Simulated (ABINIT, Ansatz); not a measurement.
# KHF2 (I4/mcm): G0W0 on several meshes in ABINIT

How does the mesh move the gap of KHF2 (I4/mcm)?

Calculated with ABINIT 10.8.3; PBEsol and many-body steps on it, plane waves.

## (1) The structure

Symmetry: I4/mcm, No. 140, tetragonal system. Conventional cell: a = 5.670 Å, b = 5.670 Å, c = 6.810 Å, α = 90.00°, β = 90.00°, γ = 90.00°. Nearest to K lie 8 F at 2.77 Å. Nearest to H lie 2 F at 1.13 Å. F has 1 H at 1.13 Å and 4 K at 2.77 Å nearest. Farther neighbours and most contacts between anions are not listed.

The cell and positions come from the Crystallography Open Database and are kept as given unless a step says otherwise.

## (2) Empty states on the mesh, 2×2×2 mesh, 221 bands

This step: ABINIT 10.8.3; DFT, PBEsol, plane waves, norm-conserving pseudopotentials.

The sums over transitions need many empty states on a uniform mesh; this step solves for them.

The input, run.abi:

```
acell 3*1.0 Angstrom
rprim 
  -2.835000000000 2.835000000000 3.405000000000
  2.835000000000 -2.835000000000 3.405000000000
  2.835000000000 2.835000000000 -3.405000000000
ntypat 3
znucl 19 1 9
natom 8
typat 1 1 2 2 3 3 3 3
xred 
  0.250000000000 0.250000000000 -0.000000000000
  0.750000000000 0.750000000000 -0.000000000000
  0.500000000000 -0.000000000000 0.500000000000
  0.000000000000 0.500000000000 0.500000000000
  0.640800000000 0.140800000000 0.781600000000
  0.140800000000 0.359200000000 0.500000000000
  0.359200000000 0.859200000000 0.218400000000
  0.859200000000 0.640800000000 0.500000000000
pp_dirpath "pseudos"
pseudos "K.upf, H.upf, F.upf"
ecut 36
ngkpt 2 2 2
nshiftk 1
shiftk 0 0 0
kptopt 1
chksymbreak 0
iscf -2
irdden 1
istwfk *1
nband 221
nbdbuf 20
tolwfr 1e-09
nstep 60
prtvol 0
indata_prefix "in"
outdata_prefix "out"
tmpdata_prefix "tmp"
```

Run with:

```
$ OMP_NUM_THREADS=1 mpirun -n 4 abinit run.abi > log
```

Numbers of over 12 decimals in the logs are rounded to 6 here.

Log:

```text
.Version 10.8.3 of ABINIT. v10.8.2 released Aug 2026.

 Symmetries : space group I4/m c m (#140); Bravais tI (body-center tetrag.)
[... echo of the input left out ...]
== DATASET  1 ==================================================================
-   mpi_nproc: 4, omp_nthreads: 1 (-1 if OMP is not activated)

--- !DatasetInfo
iteration_state: {dtset: 1, }
dimensions: {natom: 8, nkpt: 4, mband: 221, nsppol: 1, nspinor: 1, nspden: 1, mpw: 7677, }
cutoff_energies: {ecut:  36.0, pawecutdg:  -1.0, }
[...]
2.86027    2.86292    2.86292    2.89376    2.91581    2.93817    2.93914    2.95599
   2.96262    2.96263    2.96346    2.96397    2.96397    2.98585    2.98804    2.99295
   2.99295    3.02900    3.03538    3.03707    3.07043
 prteigrs : prtvol=0 or 1, do not print more k-points.

== END DATASET(S) ==============================================================
================================================================================

 -outvars: echo values of variables after computation  --------
            nband         221
             nkpt           4
          spgroup         140
 [... the other variables as echoed above ...]

 Calculation completed.
```

Wall time 86 s (4 MPI ranks of Intel Xeon Platinum 8488C (Sapphire Rapids), shared host); peak memory 0.53 GiB.

Numbers from this step:

| Quantity | Value |
| --- | --- |
| gap | 7.017 eV |
| k of the valence top | 0.5, 0.5, 0.5 |
| k of the conduction bottom | 0, 0, 0 |
| least direct gap | 7.072 eV |
| k points computed | 4 |
| lowest point of the top converged band, above the valence top | 76.3078 eV |

On this mesh the gap is 7.017 eV.

The density comes from a self-consistent run that is not shown.

## (3) Screening, 2×2×2 mesh, 96 bands, screening to 114.3 eV

The RPA dielectric matrix is built and inverted for each q.

This step: RPA screening on PBEsol, plane waves, norm-conserving pseudopotentials.

run.abi, as its differences from that of step 2:

```diff
@@ -26,10 +26,11 @@
 chksymbreak 0
-iscf -2
-irdden 1
 istwfk *1
-nband 221
-nbdbuf 20
-tolwfr 1e-09
-nstep 60
-prtvol 0
+occopt 1
+irdwfk 1
+optdriver 3
+nband 96
+ecuteps 4.2
+inclvkb 2
+awtr 1
+symchi 1
 indata_prefix "in"
```

Log:

```text
.Version 10.8.3 of ABINIT. v10.8.2 released Aug 2026.

 Symmetries : space group I4/m c m (#140); Bravais tI (body-center tetrag.)
[... echo of the input left out ...]
== DATASET  1 ==================================================================
-   mpi_nproc: 4, omp_nthreads: 1 (-1 if OMP is not activated)

--- !DatasetInfo
iteration_state: {dtset: 1, }
dimensions: {natom: 8, nkpt: 4, mband: 96, nsppol: 1, nspinor: 1, nspden: 1, mpw: 7677, }
cutoff_energies: {ecut:  36.0, pawecutdg:  -1.0, }
electrons: {nelect:   4.80000000E+01, charge:   0.00000000E+00, occopt:   1.00000000E+00, tsmear:   1.00000000E-02, }

 SCREENING: Calculation of the susceptibility and dielectric matrices

 Based on a program developped by R.W. Godby, V. Olevano, G. Onida, and L. Reining.
 Incorporated in ABINIT by V. Olevano, G.-M. Rignanese, and M. Torrent.
.Using double precision arithmetic ; gwpc =  8

[... cell and pseudopotentials left out ...]
--------------------------------------------------------------------------------

 ==== K-mesh for the wavefunctions ====
 Number of points in the irreducible wedge :     4
[... list of points left out ...]
 Together with 16 symmetry operations and time-reversal symmetry
 yields     8 points in the full Brillouin Zone.

 ==== Q-mesh for the screening function ====
 Number of points in the irreducible wedge :     4
[... list of points left out ...]
 Together with 16 symmetry operations and time-reversal symmetry
 yields     8 points in the full Brillouin Zone.

 setmesh: FFT mesh size selected  =    36x   36x   36
          total number of points  =        46656

 vcoul_init : cutoff-mode = AUXILIARY_FUNCTION
 q-points for optical limit:   1
     1)      0.000010    0.000020    0.000030

- screening: taking advantage of time-reversal symmetry
- Maximum band index for partially occupied states nbvw = 24
- Remaining bands to be divided among processors   nbcw = 72
- Number of bands treated by each node ~18

 Number of electrons calculated from density =   48.0000; Expected =   48.0000
 average of density, n =  0.064977
 r_s =    1.5431
 omega_plasma =   24.5887 [eV]

 calculating chi0 at frequencies [eV] :
  1    0.000000E+00    0.000000E+00
  2    0.000000E+00    2.458874E+01

--------------------------------------------------------------------------------
  q-point number  1        q = ( 0.000000, 0.000000, 0.000000) [r.l.u.]
--------------------------------------------------------------------------------
[... chi0 elements left out ...]
 For q-point:  0.000010 0.000020 0.000030
  dielectric constant =   1.8414
  dielectric constant without local fields =   1.9948

  Average fulfillment of the sum rule on Im[epsilon] for q-point    1 :     39.22  [%]
[... wings left out ...]
  q-point number  2        q = ( 0.500000, 0.000000, 0.000000) [r.l.u.]
--------------------------------------------------------------------------------
[... chi0 elements left out ...]
  Average fulfillment of the sum rule on Im[epsilon] for q-point    2 :     45.25  [%]

 [... 2 further q-points ...]
```

Wall time 23 s (4 MPI ranks); peak memory 1.1 GiB; 89 s of CPU time.

This step gave:

```yaml
eps_infinity_with_local_fields_on_this_mesh_along_the_program_s_q_direction: 1.841
the_same_without_local_fields: 1.995
plasma_frequency: 24.59 eV
plane_waves_in_the_screening_matrix: 305
```

Local fields lower ε∞ by 8 %. On a Γ-centred mesh this coarse the value itself is usually too large, while a short band sum pulls it down.

## (4) 2×2×2

The self-energy is evaluated for the states that the input lists, and the levels follow from it, in one-shot runs by the linearised quasiparticle equation.

This step: G0W0 on PBEsol, plane waves, norm-conserving pseudopotentials.

run.abi, as its differences from that of step 3:

```diff
@@ -29,8 +29,17 @@
 irdwfk 1
-optdriver 3
+optdriver 4
 nband 96
+gwcalctyp 0
+ecutsigx 36
+symsigma 1
+nkptgw 2
+kptgw 
+  0.5000000000 0.5000000000 0.5000000000
+  0.0000000000 0.0000000000 0.0000000000
+bdgw 
+  22 26
+  22 26
 ecuteps 4.2
-inclvkb 2
-awtr 1
-symchi 1
+irdscr 1
+ppmodel 1
 indata_prefix "in"
```

Log:

```text
.Version 10.8.3 of ABINIT. v10.8.2 released Aug 2026.

 Symmetries : space group I4/m c m (#140); Bravais tI (body-center tetrag.)
[... echo of the input left out ...]
== DATASET  1 ==================================================================
-   mpi_nproc: 4, omp_nthreads: 1 (-1 if OMP is not activated)

--- !DatasetInfo
iteration_state: {dtset: 1, }
dimensions: {natom: 8, nkpt: 4, mband: 96, nsppol: 1, nspinor: 1, nspden: 1, mpw: 7677, }
cutoff_energies: {ecut:  36.0, pawecutdg:  -1.0, }
electrons: {nelect:   4.80000000E+01, charge:   0.00000000E+00, occopt:   1.00000000E+00, tsmear:   1.00000000E-02, }

 SIGMA: Calculation of the GW corrections

 Based on a program developped by R.W. Godby, V. Olevano, G. Onida, and L. Reining.
 Incorporated in ABINIT by V. Olevano, G.-M. Rignanese, and M. Torrent.
.Using double precision arithmetic ; gwpc =  8

[... cell and pseudopotentials left out ...]
--------------------------------------------------------------------------------

 ==== K-mesh for the wavefunctions ====
 Number of points in the irreducible wedge :     4
[... list of points left out ...]
 Together with 16 symmetry operations and time-reversal symmetry
 yields     8 points in the full Brillouin Zone.

 ==== Q-mesh for screening function ====
 Number of points in the irreducible wedge :     4
[... list of points left out ...]
 Together with 16 symmetry operations and time-reversal symmetry
 yields     8 points in the full Brillouin Zone.

 vcoul_init : cutoff-mode = AUXILIARY_FUNCTION
 q-points for optical limit:   1
     1)      0.000010    0.000020    0.000030
 setmesh: FFT mesh size selected  =    60x   60x   60
          total number of points  =       216000

 Number of electrons calculated from density =   48.0000; Expected =   48.0000
 average of density, n =  0.064977
 r_s =    1.5431
 omega_plasma =   24.5887 [eV]

 === KS Band Gaps ===
  >>>> For spin  1
   Minimum direct gap =   7.0720 [eV], located at k-point      :   0.0000  0.0000  0.0000
   Fundamental gap    =   7.0173 [eV], Top of valence bands at :   0.5000  0.5000  0.5000
                                       Bottom of conduction at :   0.0000  0.0000  0.0000
 SIGMA fundamental parameters:
 PLASMON POLE MODEL  1
 number of plane-waves for SigmaX                 7677
 number of plane-waves for SigmaC and W            305
 number of plane-waves for wavefunctions          7677
 number of bands                                    96
 number of independent spin polarizations            1
 number of spinorial components                      1
 number of k-points in IBZ                           4
 number of q-points in IBZ                           4
 number of symmetry operations                      16
 number of k-points in BZ                            8
 number of q-points in BZ                            8
 number of frequencies for dSigma/dE                 9
 frequency step for dSigma/dE [eV]                0.25
 number of omega for Sigma on real axis              0
 max omega for Sigma on real axis  [eV]           0.00
 zcut for avoiding poles [eV]                     0.10

 EPSILON^-1 parameters (SCR file):
 dimension of the eps^-1 matrix on file            305
 dimension of the eps^-1 matrix used               305
 number of plane-waves for wavefunctions          7677
 number of bands                                    96
 number of q-points in IBZ                           4
 number of frequencies                               2
 number of real frequencies                          1
 number of imag frequencies                          1

 matrix elements of self-energy operator (all in [eV])

 Perturbative Calculation

--- !SelfEnergy_ee
iteration_state: {dtset: 1, }
kpoint     : [   0.500,    0.500,    0.500, ]
spin       : 1
KS_gap     :    9.533
QP_gap     :   14.129
Delta_QP_KS:    4.596
data: !SigmaeeData |
     Band     E0 <VxcDFT>   SigX SigC(E0)      Z dSigC/dE  Sig(E)    E-E0       E
       22  -1.662 -22.718 -29.585   4.471   0.833  -0.200 -24.715  -1.997  -3.659
       23  -1.662 -22.718 -29.585   4.471   0.833  -0.200 -24.715  -1.997  -3.659
       24  -1.443 -22.344 -29.830   4.844   0.827  -0.209 -24.529  -2.185  -3.628
       25   8.090  -9.278  -4.422  -2.202   0.908  -0.101  -6.867   2.411  10.501
       26   8.690 -11.234  -6.628  -1.965   0.896  -0.116  -8.867   2.367  11.057

--- !SelfEnergy_ee
iteration_state: {dtset: 1, }
kpoint     : [   0.000,    0.000,    0.000, ]
spin       : 1
KS_gap     :    7.072
QP_gap     :   11.007
Delta_QP_KS:    3.935
data: !SigmaeeData |
     Band     E0 <VxcDFT>   SigX SigC(E0)      Z dSigC/dE  Sig(E)    E-E0       E
       22  -1.608 -22.775 -29.709   4.524   0.833  -0.201 -24.782  -2.007  -3.615
       23  -1.608 -22.775 -29.709   4.524   0.833  -0.201 -24.782  -2.007  -3.615
       24  -1.498 -22.194 -29.667   4.822   0.828  -0.208 -24.389  -2.195  -3.692
       25   5.574  -8.571  -4.337  -2.320   0.910  -0.099  -6.830   1.741   7.315
       26   8.373 -10.112  -4.589  -2.302   0.906  -0.104  -7.195   2.918  11.290

== END DATASET(S) ==============================================================
================================================================================

 -outvars: echo values of variables after computation  --------
           etotal      0.0000000000E+00
            nband          96
             nkpt           4
          spgroup         140
 [... the other variables as echoed above ...]

 Calculation completed.
```

Run time: 8.3 s. Hardware: 4 MPI ranks; peak memory 0.83 GiB.

This step gave:

```
G0W0 gap on the points computed              : 10.93 eV
starting gap on the mesh                     : 7.017 eV
k of the valence top                         : 0, 0, 0
k of the conduction bottom                   : 0, 0, 0
Z at the valence top                         : 0.833
Z at the conduction bottom                   : 0.91
least direct G0W0 gap on the computed points : 10.93 eV
```

The gap on the mesh goes from 7.02 eV to 10.93 eV, a correction of +3.91 eV.

## (5) Empty states on the mesh, 4×4×4 mesh, 104 bands

This step: DFT, PBEsol, plane waves, norm-conserving pseudopotentials.

run.abi, as its differences from that of step 4:

```diff
@@ -21,3 +21,3 @@
 ecut 36
-ngkpt 2 2 2
+ngkpt 4 4 4
 nshiftk 1
@@ -26,20 +26,10 @@
 chksymbreak 0
+iscf -2
+irdden 1
 istwfk *1
-occopt 1
-irdwfk 1
-optdriver 4
-nband 96
-gwcalctyp 0
-ecutsigx 36
-symsigma 1
-nkptgw 2
-kptgw 
-  0.5000000000 0.5000000000 0.5000000000
-  0.0000000000 0.0000000000 0.0000000000
-bdgw 
-  22 26
-  22 26
-ecuteps 4.2
-irdscr 1
-ppmodel 1
+nband 104
+nbdbuf 8
+tolwfr 1e-09
+nstep 60
+prtvol 0
 indata_prefix "in"
```

Log:

```text
.Version 10.8.3 of ABINIT. v10.8.2 released Aug 2026.

 Symmetries : space group I4/m c m (#140); Bravais tI (body-center tetrag.)
[... echo of the input left out ...]
== DATASET  1 ==================================================================
-   mpi_nproc: 4, omp_nthreads: 1 (-1 if OMP is not activated)

--- !DatasetInfo
iteration_state: {dtset: 1, }
dimensions: {natom: 8, nkpt: 13, mband: 104, nsppol: 1, nspinor: 1, nspden: 1, mpw: 7677, }
cutoff_energies: {ecut:  36.0, pawecutdg:  -1.0, }
[...]
1.44913    1.45060    1.45060    1.46873    1.47170    1.50180    1.52460    1.52460
   1.53496    1.54907    1.63881    1.63881    1.67047    1.67916    1.71616    1.71881
 prteigrs : prtvol=0 or 1, do not print more k-points.

== END DATASET(S) ==============================================================
================================================================================

 -outvars: echo values of variables after computation  --------
            nband         104
             nkpt          13
          spgroup         140
 [... the other variables as echoed above ...]

 Calculation completed.
```

The job ended after 1.9 min (4 MPI ranks; peak memory 0.53 GiB).

Numbers from this step:

| Quantity | Value |
| --- | --- |
| gap | 7.017 eV |
| k of the valence top | 0.5, 0.5, 0.5 |
| k of the conduction bottom | 0, 0, 0 |
| least direct gap | 7.072 eV |
| k points computed | 13 |
| lowest point of the top converged band, above the valence top | 42.50 eV |

On this mesh the gap is 7.017 eV.

## (6) Screening, 4×4×4 mesh, 96 bands, screening to 114.3 eV

This step: RPA screening on PBEsol, plane waves, norm-conserving pseudopotentials.

run.abi, as its differences from that of step 5:

```diff
@@ -26,10 +26,11 @@
 chksymbreak 0
-iscf -2
-irdden 1
 istwfk *1
-nband 104
-nbdbuf 8
-tolwfr 1e-09
-nstep 60
-prtvol 0
+occopt 1
+irdwfk 1
+optdriver 3
+nband 96
+ecuteps 4.2
+inclvkb 2
+awtr 1
+symchi 1
 indata_prefix "in"
```

Log:

```text
.Version 10.8.3 of ABINIT. v10.8.2 released Aug 2026.

 Symmetries : space group I4/m c m (#140); Bravais tI (body-center tetrag.)
[... echo of the input left out ...]
== DATASET  1 ==================================================================
-   mpi_nproc: 4, omp_nthreads: 1 (-1 if OMP is not activated)

--- !DatasetInfo
iteration_state: {dtset: 1, }
dimensions: {natom: 8, nkpt: 13, mband: 96, nsppol: 1, nspinor: 1, nspden: 1, mpw: 7677, }
cutoff_energies: {ecut:  36.0, pawecutdg:  -1.0, }
electrons: {nelect:   4.80000000E+01, charge:   0.00000000E+00, occopt:   1.00000000E+00, tsmear:   1.00000000E-02, }

 SCREENING: Calculation of the susceptibility and dielectric matrices

 Based on a program developped by R.W. Godby, V. Olevano, G. Onida, and L. Reining.
 Incorporated in ABINIT by V. Olevano, G.-M. Rignanese, and M. Torrent.
.Using double precision arithmetic ; gwpc =  8

[... cell and pseudopotentials left out ...]
--------------------------------------------------------------------------------

 ==== K-mesh for the wavefunctions ====
 Number of points in the irreducible wedge :    13
[... list of points left out ...]
 Together with 16 symmetry operations and time-reversal symmetry
 yields    64 points in the full Brillouin Zone.

 ==== Q-mesh for the screening function ====
 Number of points in the irreducible wedge :    13
[... list of points left out ...]
 Together with 16 symmetry operations and time-reversal symmetry
 yields    64 points in the full Brillouin Zone.

 setmesh: FFT mesh size selected  =    36x   36x   36
          total number of points  =        46656

 vcoul_init : cutoff-mode = AUXILIARY_FUNCTION
 q-points for optical limit:   1
     1)      0.000010    0.000020    0.000030

- screening: taking advantage of time-reversal symmetry
- Maximum band index for partially occupied states nbvw = 24
- Remaining bands to be divided among processors   nbcw = 72
- Number of bands treated by each node ~18

 Number of electrons calculated from density =   48.0000; Expected =   48.0000
 average of density, n =  0.064977
 r_s =    1.5431
 omega_plasma =   24.5887 [eV]

 calculating chi0 at frequencies [eV] :
  1    0.000000E+00    0.000000E+00
  2    0.000000E+00    2.458874E+01

--------------------------------------------------------------------------------
  q-point number  1        q = ( 0.000000, 0.000000, 0.000000) [r.l.u.]
--------------------------------------------------------------------------------
[... chi0 elements left out ...]
 For q-point:  0.000010 0.000020 0.000030
  dielectric constant =   1.8388
  dielectric constant without local fields =   1.9922

  Average fulfillment of the sum rule on Im[epsilon] for q-point    1 :     39.30  [%]
[... wings left out ...]
  q-point number  2        q = ( 0.250000, 0.000000, 0.000000) [r.l.u.]
--------------------------------------------------------------------------------
[... chi0 elements left out ...]
  Average fulfillment of the sum rule on Im[epsilon] for q-point    2 :     50.13  [%]

 [... 11 further q-points ...]
```

The job ended after 3.5 min (4 MPI ranks; peak memory 2.4 GiB).

Numbers from this step:

```
ε∞ with local fields, on this mesh, along the program's q direction : 1.839
the same without local fields                                       : 1.992
plasma frequency                                                    : 24.59 eV
plane waves in the screening matrix                                 : 305
```

[end of part 1 of 2]

[Paths, hosts, dates, memory and timing lines, banners, echoed tables and standing remarks are left out of the program output.]

[Logs are printed without paths, hosts, clocks, repeated set-up lines and the standing remarks that a program may print on its own settings, such as how far it seeks lower states.]

[Runs of the session that timed out or met a known fault of the program may be left out.]

[No measured gap is set beside runs whose start may be inverted or whose files or cutoffs have a known fault.]

[Hosts, paths, dates, database ids (printed as entryN), source tags and the programs' standing remarks are cut or masked in the printed files.]

[G0W0 gaps are taken among the corrected bands and points alone; a level outside them can change the order at an edge.]

[Where Ansatz stands beside ABINIT at settings called matched, ABINIT's density can come from a denser mesh and the files from another edition; pairs whose starting gaps differed by over 0.03 eV were left out, so agreement reads better than it is.]
